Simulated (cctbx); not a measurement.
# What is wrong with this refinement?

Cell a = 5.3940 Å, b = 5.3940 Å, c = 3.2260 Å, α = 90.00°, β = 90.00°, γ = 120.00°; space group P6/mmm (no. 191). The compound is ErPd3C2.

The data are simulated with cctbx, not measured: Mo Kα, λ = 0.71073 Å, to d = 0.75 Å, 80 % of the full sphere, strongest reflection 70000 counts, noise from counting, a 4 % proportional error and a noise floor of 4 counts (s.d.); no absorption.

An anisotropic refinement with weights 1/σ² prints:

```text
Rint 0.029, 60 unique reflections to 0.76 A
cycle     R1     wR2    GooF  max shift (A)
   1  0.0259  0.0972   6.981   0.00000
   2  0.0135  0.0304   2.187   0.00000
final R1 0.0135 wR2 0.0304 GooF 2.187  parameters 7  data/parameter 8.6
atom        x        y        z      Ueq    occ   su(xyz)  su(Uiso or U11)
Er1    0.00000  0.00000  0.00000   0.0061  1.000  0.00000  0.0003
Pd1    0.00000  0.50000  0.50000   0.0100  1.000  0.00000  0.0003
C1     0.66667  0.33333  0.00000   0.0156  1.000  0.00000  0.0024
difference map: max 0.97 min -1.57 rms 0.23
Q1    0.0000  0.0000  0.5000    1    0.97  1.61 A from Er1
Q2    0.3333  0.6667  0.0000    2    0.47  0.00 A from C1
Q3    0.0000  0.0000  0.1111    2    0.45  0.36 A from Er1
Q4    0.0000  0.2545  0.2125   12    0.42  1.53 A from Er1
Q5    0.2526  0.5052  0.2215   12    0.38  1.04 A from C1
Q6    0.1110  0.4768  0.0000   12    0.37  1.12 A from C1
```

**Question.** Can this result stand? If not, what is the likely fault?

Mend it. The fault: anomalous dispersion left out. Against the right model at the same level, R1 goes from 0.0079 to 0.0135 and GooF from 0.99 to 2.19, the top difference peak, 1.0 e/Å³, lies 1.61 Å from Er1 and a hole of -1.6 e/Å³ opens. No atom is wrong: without f′ and f″ the atoms near an edge get the wrong scattering power, which U and the scale absorb. The signs are weak, and the output alone doesn't single this fault out.

The compound is ErPd3C2. The right model at the same level gives:

```text
Rint 0.029, 60 unique reflections to 0.76 A
cycle     R1     wR2    GooF  max shift (A)
   1  0.0122  0.0373   2.680   0.00000
   2  0.0079  0.0138   0.992   0.00000
final R1 0.0079 wR2 0.0138 GooF 0.992  parameters 7  data/parameter 8.6
atom        x        y        z      Ueq    occ   su(xyz)  su(Uiso or U11)
Er1    0.00000  0.00000  0.00000   0.0064  1.000  0.00000  0.0001
Pd1    0.00000  0.50000  0.50000   0.0085  1.000  0.00000  0.0001
C1     0.66667  0.33333  0.00000   0.0139  1.000  0.00000  0.0010
difference map: max 0.34 min -0.52 rms 0.15
Q1    0.0000  0.2501  0.2347   12    0.35  1.55 A from Er1
Q2    0.2500  0.5000  0.2222   12    0.30  1.06 A from C1
Q3    0.0000  0.3667  0.2222   12    0.27  1.15 A from Pd1
Q4    0.0729  0.1457  0.2297   12    0.24  1.01 A from Er1
Q5    0.1333  0.5000  0.2778   24    0.24  1.02 A from Pd1
Q6    0.1353  0.5085  0.0000   12    0.22  0.98 A from C1
```

The model was made for the exercise: a known structure type with other elements put in, its volume estimated, not relaxed; displacement parameters are assumed.

[Middle refinement cycles are left out of these outputs.]

[Logs are printed without paths, hosts, clocks, repeated set-up lines and the standing remarks that a program may print on its own settings, such as how far it seeks lower states.]
